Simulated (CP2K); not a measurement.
Methoxyoxirane has these distinct C atoms: C1 (bonded to O and 3 H), C3 (bonded to C, 2 O and H) and C4 (bonded to C, O and 2 H).

```xyz
11

C     1.7148    0.2030   -0.4380
O     0.4779    0.7507    0.0558
C    -0.4361   -0.2313    0.3962
C    -1.8582    0.1009    0.3176
O    -1.2410   -0.7863   -0.6673
H     2.3914    1.0504   -0.5900
H     2.1572   -0.4924    0.2954
H     1.5565   -0.3215   -1.3925
H    -0.0566   -0.9835    1.1002
H    -2.1298    1.0872   -0.0668
H    -2.5760   -0.3771    0.9895
```

Their partial C K spectra (CP2K XAS_TDP, all-electron GAPW, PBEh(45%), aug-cc-pVDZ, TDA, GW2X-corrected core level, no relativity) are given in random order, each times the number of alike atoms.

Gaussian full width 0.5 eV, oscillator strength per eV, alike atoms added, rows of zeros left out:

```tsv
E (eV)	curve 1	curve 2	curve 3
290.25	0.000	0.000	0.001
290.50	0.000	0.000	0.012
290.75	0.000	0.000	0.062
291.00	0.001	0.000	0.079
291.25	0.017	0.000	0.026
291.50	0.056	0.000	0.005
291.75	0.053	0.000	0.012
292.00	0.026	0.000	0.019
292.25	0.035	0.011	0.027
292.50	0.066	0.069	0.032
292.75	0.061	0.125	0.027
293.00	0.024	0.077	0.034
293.25	0.008	0.024	0.024
293.50	0.010	0.021	0.013
293.75	0.012	0.028	0.011
294.00	0.017	0.031	0.011
294.25	0.022	0.032	0.020
294.50	0.020	0.015	0.035
294.75	0.034	0.009	0.032
295.00	0.058	0.011	0.022
295.25	0.051	0.009	0.019
295.50	0.023	0.016	0.019
295.75	0.012	0.029	0.015
296.00	0.011	0.030	0.010
296.25	0.008	0.025	0.006
296.50	0.004	0.026	0.003
296.75	0.005	0.018	0.004
297.00	0.004	0.010	0.006
297.25	0.002	0.004	0.007
297.50	0.003	0.011	0.008
297.75	0.004	0.021	0.013
298.00	0.003	0.017	0.010
298.25	0.004	0.017	0.006
298.50	0.008	0.022	0.011
298.75	0.015	0.023	0.012
299.00	0.015	0.030	0.007
299.25	0.008	0.020	0.005
```

Which curve belongs to which atom?

Curve 1: C1 (bonded to O and 3 H), leading line at 291.60 eV (f = 0.033 an atom), ionisation energy 293.92 eV, term value 2.32 eV. Curve 2: C3 (bonded to C, 2 O and H), leading line at 292.71 eV (f = 0.057 an atom), ionisation energy 295.02 eV, term value 2.31 eV. Curve 3: C4 (bonded to C, O and 2 H), leading line at 290.92 eV (f = 0.046 an atom), ionisation energy 293.84 eV, term value 2.92 eV. The leading line of an atom is its first one with 35 % of the strongest within 2.5 eV of its lowest line over the strength cut. A line lies at the core ionisation energy, which rises as an atom loses charge to its neighbours or to a π system, less the term value, which is large for a low π* or σ* orbital with weight on that atom.

[Banner, clock and machine lines of the logs are left out without a mark of their own.]

[Logs are printed without paths, hosts, clocks, repeated set-up lines and the standing remarks that a program may print on its own settings, such as how far it seeks lower states.]

[Hosts, paths, dates, database ids (printed as entryN), source tags and the programs' standing remarks are cut or masked in the printed files.]
